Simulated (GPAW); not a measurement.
The Be K edge of atom 2 in BeNi (Pm-3m), with 8 Ni at 2.24 Å and 6 Be at 2.59 Å (cube and octahedron, as in bcc, site symmetry m-3m), was computed in 2 ways: excited-electron core hole (neutral cell) and no core hole. Program and functional: GPAW, LDA, Gaussian full width 0.9 eV up to 4 eV, rising linearly to 3.5 eV at 25 eV; cells of 2 and 18 atoms (the run without a hole in the smaller).

Each run is counted from its own lowest empty level or Fermi level and scaled to a mean of 1 over its first 20 eV.

```
E (eV)  run 1  run 2
  -2.0   0.00   0.00
  -1.5   0.00   0.00
  -1.0   0.01   0.00
  -0.5   0.11   0.09
   0.0   0.39   0.44
   0.5   0.45   0.77
   1.0   0.63   0.81
   1.5   0.61   0.75
   2.0   0.39   0.74
   2.5   0.42   0.74
   3.0   0.52   0.61
   3.5   0.43   0.48
   4.0   0.23   0.74
   4.5   0.22   1.20
   5.0   0.45   2.00
   5.5   0.87   2.58
   6.0   1.15   2.36
   6.5   1.22   1.83
   7.0   1.21   1.56
   7.5   1.34   1.60
   8.0   1.49   1.73
   8.5   1.53   1.81
   9.0   1.64   1.75
   9.5   1.96   1.54
  10.0   2.26   1.28
  10.5   2.37   1.05
  11.0   2.26   0.82
  11.5   1.87   0.57
  12.0   1.33   0.39
  12.5   0.91   0.32
  13.0   0.69   0.34
  13.5   0.61   0.40
  14.0   0.58   0.46
  14.5   0.59   0.53
  15.0   0.64   0.59
  15.5   0.72   0.66
  16.0   0.81   0.72
  16.5   0.89   0.77
  17.0   0.93   0.80
  17.5   0.94   0.81
  18.0   0.96   0.81
  18.5   0.99   0.80
  19.0   1.03   0.78
  19.5   1.06   0.76
  20.0   1.06   0.74
  20.5   1.03   0.71
  21.0   0.98   0.67
  21.5   0.93   0.64
  22.0   0.89   0.62
  22.5   0.85   0.61
  23.0   0.83   0.60
  23.5   0.81   0.59
  24.0   0.79   0.57
  24.5   0.76   0.55
  25.0   0.73   0.53
  25.5   0.70   0.51
  26.0   0.67   0.50
  26.5   0.65   0.49
  27.0   0.63   0.50
  27.5   0.62   0.51
  28.0   0.61   0.53
  28.5   0.61   0.56
  29.0   0.63   0.59
  29.5   0.66   0.62
  30.0   0.70   0.66
  30.5   0.74   0.68
  31.0   0.79   0.71
  31.5   0.83   0.72
  32.0   0.86   0.72
```

Q: Which run is which?

Run 1: no core hole (area from −2 to 6 eV 3.1, main maxima 1.2 eV (0.68), 3.1 eV (0.53), 10.5 eV (2.37) and 19.8 eV (1.06)). Run 2: excited-electron core hole (neutral cell) (area from −2 to 6 eV 6.6, main maxima 0.8 eV (0.82), 5.6 eV (2.59), 8.6 eV (1.81) and 17.6 eV (0.82)). With each curve scaled to its own mean, the area from −2 to 6 eV with the hole is 6.6 against 3.1, and the centre of weight from −1 to 20 eV moves by -1.7 eV: the hole pulls the absorber's empty states down.

[Banner, clock and machine lines of the logs are left out without a mark of their own.]

[Logs are printed without paths, hosts, clocks, repeated set-up lines and the standing remarks that a program may print on its own settings, such as how far it seeks lower states.]

[Hosts, paths, dates, database ids (printed as entryN), source tags and the programs' standing remarks are cut or masked in the printed files.]

[Lists of maxima count a maximum above −3 eV only where it reaches 4 % of the highest in the window and stands out from its surroundings by 2 % of it (1.5 % where it reaches 55 %); shoulders and weaker maxima are passed over, and of the rest the first, up to two pre-edge ones and the few strongest are named.]
